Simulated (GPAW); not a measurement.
Consider H4CN2O (P-42_1m).

```
O N C H
1.0
     5.57800    0.00000    0.00000
     0.00000    5.57800    0.00000
     0.00000    0.00000    4.68600
O N C H
2 4 2 8
Direct
  0.50000 0.00000 0.40366
  0.00000 0.50000 0.59634
  0.35501 0.14499 0.82160
  0.85501 0.35501 0.17840
  0.64499 0.85501 0.82160
  0.14499 0.64499 0.17840
  0.50000 0.00000 0.67203
  0.00000 0.50000 0.32797
  0.35690 0.14310 0.03480
  0.85690 0.35690 0.96520
  0.64310 0.85690 0.03480
  0.14310 0.64310 0.96520
  0.24430 0.25570 0.71590
  0.74430 0.24430 0.28410
  0.75570 0.74430 0.71590
  0.25570 0.75570 0.28410
```

Absorber: atom 1, with 1 C at 1.26 Å (terminal, site symmetry 2mm). Method: GPAW, LDA, full core hole (charged cell), 16-atom cell with 4.7 Å between holes, 5×4×4 k points, dipole transitions, Gaussian full width 0.9 eV up to 4 eV, rising linearly to 3.5 eV at 25 eV.

**Question.** Predict the near-edge structure at the O K edge.

Main maxima up to 24 eV above the zero (height): 0.2 eV (1.72), 4.4 eV (2.02) and 6.1 eV (1.95). A K edge sees empty p states on the absorber. The total-energy difference plus the lowest empty eigenvalue puts the zero at 536.90 eV. One term is added: -8.83 eV, since the hole is spin-paired here and a spin-polarised one costs that much less in the free atom (computed apart). The photon energy is then 528.07 eV. The functional and the charged cell's background leave an error in such absolute values: in the free atom LDA prices this hole 4.1 eV below PBE (computed apart), and PBE is itself good to a few eV.

The O K spectrum (energy from the lowest empty level; intensity scaled to a mean of 1 over the first 20 eV; polarised curves are means over the symmetry-equivalent atoms):

| E (eV) | isotropic | ε ⊥ c | ε ∥ c |
| --- | --- | --- | --- |
| -2.0 | 0.00 | 0.00 | 0.00 |
| -1.5 | 0.00 | 0.00 | 0.00 |
| -1.0 | 0.01 | 0.02 | 0.00 |
| -0.5 | 0.30 | 0.45 | 0.00 |
| 0.0 | 1.43 | 2.14 | 0.00 |
| 0.5 | 1.41 | 2.11 | 0.02 |
| 1.0 | 0.35 | 0.48 | 0.11 |
| 1.5 | 0.19 | 0.14 | 0.29 |
| 2.0 | 0.37 | 0.28 | 0.54 |
| 2.5 | 0.55 | 0.45 | 0.75 |
| 3.0 | 0.89 | 0.62 | 1.42 |
| 3.5 | 1.36 | 1.01 | 2.06 |
| 4.0 | 1.88 | 1.36 | 2.94 |
| 4.5 | 2.01 | 1.30 | 3.44 |
| 5.0 | 1.90 | 1.09 | 3.52 |
| 5.5 | 1.88 | 0.88 | 3.86 |
| 6.0 | 1.95 | 0.76 | 4.33 |
| 6.5 | 1.85 | 0.73 | 4.11 |
| 7.0 | 1.66 | 0.76 | 3.46 |
| 7.5 | 1.56 | 0.77 | 3.16 |
| 8.0 | 1.53 | 0.73 | 3.14 |
| 8.5 | 1.44 | 0.71 | 2.92 |
| 9.0 | 1.27 | 0.79 | 2.23 |
| 9.5 | 1.13 | 0.99 | 1.43 |
| 10.0 | 1.05 | 1.11 | 0.92 |
| 10.5 | 0.92 | 1.00 | 0.77 |
| 11.0 | 0.79 | 0.78 | 0.83 |
| 11.5 | 0.74 | 0.64 | 0.94 |
| 12.0 | 0.75 | 0.59 | 1.05 |
| 12.5 | 0.76 | 0.57 | 1.13 |
| 13.0 | 0.75 | 0.53 | 1.19 |
| 13.5 | 0.75 | 0.51 | 1.22 |
| 14.0 | 0.74 | 0.52 | 1.20 |
| 14.5 | 0.73 | 0.54 | 1.12 |
| 15.0 | 0.70 | 0.57 | 0.98 |
| 15.5 | 0.66 | 0.59 | 0.81 |
| 16.0 | 0.62 | 0.60 | 0.68 |
| 16.5 | 0.59 | 0.59 | 0.59 |
| 17.0 | 0.56 | 0.56 | 0.56 |
| 17.5 | 0.54 | 0.53 | 0.55 |
| 18.0 | 0.52 | 0.50 | 0.54 |
| 18.5 | 0.51 | 0.49 | 0.53 |
| 19.0 | 0.51 | 0.50 | 0.52 |
| 19.5 | 0.52 | 0.52 | 0.52 |
| 20.0 | 0.55 | 0.55 | 0.54 |
| 20.5 | 0.59 | 0.59 | 0.58 |
| 21.0 | 0.64 | 0.64 | 0.63 |
| 21.5 | 0.69 | 0.69 | 0.68 |
| 22.0 | 0.73 | 0.75 | 0.70 |
| 22.5 | 0.77 | 0.80 | 0.71 |
| 23.0 | 0.79 | 0.85 | 0.69 |
| 23.5 | 0.81 | 0.88 | 0.67 |
| 24.0 | 0.82 | 0.89 | 0.66 |
| 24.5 | 0.83 | 0.90 | 0.67 |
| 25.0 | 0.84 | 0.91 | 0.71 |
| 25.5 | 0.86 | 0.91 | 0.76 |
| 26.0 | 0.88 | 0.91 | 0.81 |
| 26.5 | 0.88 | 0.89 | 0.87 |
| 27.0 | 0.88 | 0.87 | 0.90 |
| 27.5 | 0.86 | 0.83 | 0.91 |
| 28.0 | 0.82 | 0.79 | 0.90 |
| 28.5 | 0.78 | 0.74 | 0.86 |
| 29.0 | 0.74 | 0.71 | 0.80 |
| 29.5 | 0.70 | 0.68 | 0.74 |
| 30.0 | 0.67 | 0.67 | 0.68 |
| 30.5 | 0.65 | 0.66 | 0.63 |
| 31.0 | 0.63 | 0.66 | 0.57 |
| 31.5 | 0.62 | 0.66 | 0.53 |

The holes are only 4.7 Å apart, so the shape is probably not converged with cell size; no larger cell was run here. The mesh is coarse (0.28 Å⁻¹ between points), so small maxima may be mesh ripples. The structure is a published determination, not relaxed.

[Banner, clock and machine lines of the logs are left out without a mark of their own.]

[Logs are printed without paths, hosts, clocks, repeated set-up lines and the standing remarks that a program may print on its own settings, such as how far it seeks lower states.]

[Hosts, paths, dates, database ids (printed as entryN), source tags and the programs' standing remarks are cut or masked in the printed files.]

[Lists of maxima count a maximum above −3 eV only where it reaches 4 % of the highest in the window and stands out from its surroundings by 2 % of it (1.5 % where it reaches 55 %); shoulders and weaker maxima are passed over, and of the rest the first, up to two pre-edge ones and the few strongest are named.]
